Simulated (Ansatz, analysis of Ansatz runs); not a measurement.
# Al-H pair in Si: local vibrational mode, HSE06, part 2 of 2

Aim: the local vibrational mode of the Al-H pair in Si, to be set beside the measurement. Set-up: HSE06, 64-site cell, PBE lattice, 420 eV, k: the zone centre alone, relaxed with the hybrid. The model is a cell of 64 host atoms with Al put on another atom's site and H put in between. The frequencies come from force constants among the defect atom and its neighbours, with the masses of the isotopes named. Exact exchange opens the gap, stiffens bonds and lessens the self-interaction error, at many times the cost.

Ansatz 0.2.0; HSE06, 64-site cell, PBE lattice, 420 eV, k: the zone centre alone, relaxed with the hybrid.

So far: Starting point; Relaxation, charge 0.

## Step 2: Relaxation, charge 0 (continued)

Level of this step: plane-wave PAW DFT, HSE06; relaxation of all atoms of a defect supercell (Ansatz).

Relaxation path:

| step | energy less that of the first step (eV) | largest force component (eV/Å) |
| --- | --- | --- |
| 1 | 0.0000 | 1.4846 |
| 2 | -0.6261 | 0.2586 |
| 3 | -0.6654 | 0.1026 |
| 4 | -0.6675 | 0.0319 |
| 5 | -0.6678 | 0.0073 |
| 6 | -0.6678 | 0.0098 |
| 7 | -0.6679 | 0.0130 |
| 8 | -0.6684 | 0.0793 |
| 9 | -0.6699 | 0.0434 |
| 10 | -0.6737 | 0.0672 |
| 11 | -0.6778 | 0.1473 |
| 12 | -0.6785 | 0.0299 |
| 13 | -0.6785 | 0.0280 |
| 14 | -0.6795 | 0.0140 |
| 15 | -0.6796 | 0.0082 |

The atoms that moved most (Å, from the sites as typed, ahead of the random displacement):

| atom | dx | dy | dz | length |
| --- | --- | --- | --- | --- |
| H65 | -0.443 | 0.115 | 0.095 | 0.468 |
| Si42 | 0.078 | -0.094 | 0.064 | 0.138 |
| Si49 | 0.080 | 0.064 | -0.091 | 0.137 |
| Si27 | -0.028 | 0.090 | 0.090 | 0.130 |
| Si6 | -0.066 | 0.008 | -0.075 | 0.100 |
| Si5 | -0.063 | -0.072 | 0.010 | 0.096 |
| Si4 | -0.071 | -0.029 | -0.030 | 0.082 |
| Si31 | 0.002 | 0.054 | 0.054 | 0.076 |

The atoms nearest to the centre after the run:

| atom | distance (Å) |
| --- | --- |
| H65 | 0.823 |
| Al8 | 0.959 |
| Si4 | 2.139 |
| Si27 | 2.735 |
| Si49 | 2.736 |
| Si42 | 2.736 |
| Si7 | 3.439 |
| Si5 | 3.526 |
| Si6 | 3.529 |

Neighbours of the added atoms: H65: Si4 1.51, Al8 1.72, Si27 2.84 Å.

Numbers from this step:

```
free energy : -40633.0967 eV
```

The relaxation ends 10 meV an atom lower than the displaced start, with a largest force component of 0.0082 eV/Å.

## Step 3: Local vibrational modes

A local mode lives on the defect and the atoms next to it, so only the sites listed in the input are displaced, which costs far fewer SCF runs than the whole cell would.

This step: plane-wave PAW DFT, HSE06; finite-displacement force constants among the atoms nearest to a defect, the others at rest.

modes/input.yaml reads:

```yaml
crystal:
  lattice:
    - [10.93956649, 0.0, 0.0]
    - [0.0, 10.93956649, 0.0]
    - [0.0, 0.0, 10.93956649]
  atoms:
    - { symbol: Si, position: [-0.002920382, -0.003884887, 0.248910005] }
    - { symbol: Si, position: [-0.003141886, 0.248757649, -0.00400246] }
[... 1 atom line left out ...]
    - { symbol: Si, position: [0.230262486, 0.23419229, 0.234102803] }
    - { symbol: Si, position: [0.119195371, 0.11842896, 0.375925612] }
    - { symbol: Si, position: [0.118928971, 0.375691134, 0.118232734] }
    - { symbol: Si, position: [0.379365826, 0.124655564, 0.12470414] }
    - { symbol: Al, position: [0.398421648, 0.395182415, 0.395342243] }
[... 5 atom lines left out ...]
    - { symbol: Si, position: [0.125554104, 0.375865952, 0.62572758] }
[... 6 atom lines left out ...]
    - { symbol: Si, position: [0.125567, 0.625566032, 0.375919218] }
[... 1 atom line left out ...]
    - { symbol: Si, position: [0.375625208, 0.626401122, 0.122926918] }
[... 3 atom lines left out ...]
    - { symbol: Si, position: [0.247395249, 0.508192736, 0.508306389] }
[... 14 atom lines left out ...]
    - { symbol: Si, position: [0.507099094, 0.24143561, 0.505883683] }
[... 6 atom lines left out ...]
    - { symbol: Si, position: [0.507233054, 0.505868724, 0.241722767] }
[... 15 atom lines left out ...]
    - { symbol: H, position: [0.275869665, 0.326946652, 0.325168797] }
basis:
  ecutwfc: 420
  xc_grid: 2
hamiltonian:
  xc: hse06
kpoints:
  mp_grid: { grid: [1, 1, 1] }
scf:
  occupations: { method: fermi_dirac, width: 0.01 }
  max_iter: 120
output: {}
checkpoint:
  read: "../relax.run"
phonons:
  supercell: [1, 1, 1]
  displaced_sites: [3, 64]
```

On the command line:

```bash
$ ansatz run input.yaml --threads 4 --pin off --max-ram 7536MiB --backend cpu --events-out ev --progress --plain --runs-dir out
```

Numbers of over 12 decimals in the logs are rounded to 6 here.

The program printed:

```text
[...]
Warning: basis.xc_grid 2: finite-displacement phonons take 3 at the least, and a number is run as typed, so the frequencies can be off [figures from the program's tests cut]. [...]
[...]
Crystal: 65 atoms, lattice volume = 1309.183 Å³
Basis set: ecut = 420 eV, 25677 PW (Γ), exchange–correlation on 150×150×150 points (8 copies of the dense FFT grid, shifted against one another)
Bands: 193, of which v1, the nominal top of the filled ones, is band 128 counted from 1 (127 counted from 0)
Symmetry: 1 space group operations
k-points: 1
[...]
Stability of the state it starts from, as read at its close in the unpolarized treatment: not read, because the functional holds exact exchange (a hybrid, or Hartree-Fock), whose exchange loop this test does not read (fock_operator)
[...]
Frozen-core exchange: fock
[...]
max |Σ_I F_I| component: 5.04e-6 eV/Å
--- Band table (eV) ---
[...]
--- Phonons: 12 displaced members + reference (amplitude 0.0025 Å, Σ member SCF iterations 183) ---
  symmetry images taken by strict's conditions (phonons.symmetry_images: auto; settled by no image being taken that strict refuses)
  force constants formed among 2 of 65 sites (Si 3, H 64); the other 63 at rest. The modes move the named sites alone.
  the frequencies, the zero-point energy and the sums are of the block with the acoustic sum rule laid on its rows. Row sums over every site: 4.1e-4 eV/Å² at the most
  transpose residual: 1.6e-4 eV/Å²
  largest component of a force at the reference: 2.1e-3 eV/Å on a named site, 8.2e-3 eV/Å on a site at rest
  frequencies among the named sites at Γ of the cell (cm⁻¹): 238.68 327.04 372.52 400.81 699.98 2262.29
  unstable modes among the named sites: 0
  frequencies as built, with no sum rule (cm⁻¹): 238.68 327.05 372.53 400.82 699.98 2262.29
  zero-point energy: 0.266648 eV/cell   skipped modes (ω ≤ 0): 0
  not written: the harmonic force-constant file, the file of eigenvectors (these modes' are written with the force constants), the density of states and the dispersion, which are of every site
[key lines of the parts left out:]
Free energy (F): -40633.096739 eV
Fermi energy:    6.338959 eV
```

Run time: 34 min. Hardware: 4 threads of Arm Neoverse N1, shared host; peak memory 2.5 GiB; 2.2 h of CPU time.

The column dr2 measures how far the density is from self-consistency, as an energy; F and HF (Harris–Foulkes) agree once it is small.

Numbers from this step:

- free energy: -40633.0967 eV

The modes with the largest weight on the probed atoms (the light atom of a pair), for the masses of each isotope. Modes of the displaced atoms (local only where they lie over the host's phonons):

```
isotopes  mode (cm⁻¹)  share of the defect atoms
       H         2262                      0.983
       H          700                      0.886
       H        327.1                      0.774
       D         1614                      0.965
       D        526.4                       0.74
       D        238.6                      0.961
```

## Step 4: Results

```
distance from the defect atom to its nearest neighbour : 1.507 Å
Si-H stretch, 1H                                       : 2262 cm⁻¹
time of the whole chain                                : 62 min on 4 threads
```

What this shows: Si-H stretch, 1H: computed 2262 cm⁻¹, measured 2201 cm⁻¹; 61 cm⁻¹ (3 %) above the measurement. The computed value is harmonic, while the measured line is the anharmonic fundamental, which for X–H stretches usually lies a few per cent lower. Only the named neighbours move, so modes near the host's band are approximate. Limits: the zone centre alone is a coarse sampling for this cell.

[Logs are printed without paths, hosts, clocks, repeated set-up lines and the standing remarks that a program may print on its own settings, such as how far it seeks lower states.]

[Hosts, paths, dates, database ids (printed as entryN), source tags and the programs' standing remarks are cut or masked in the printed files.]

[For some hosts the program warned that the k-mesh of the response run may be too coarse for force constants and the static dielectric constant; such warnings are not shown here.]
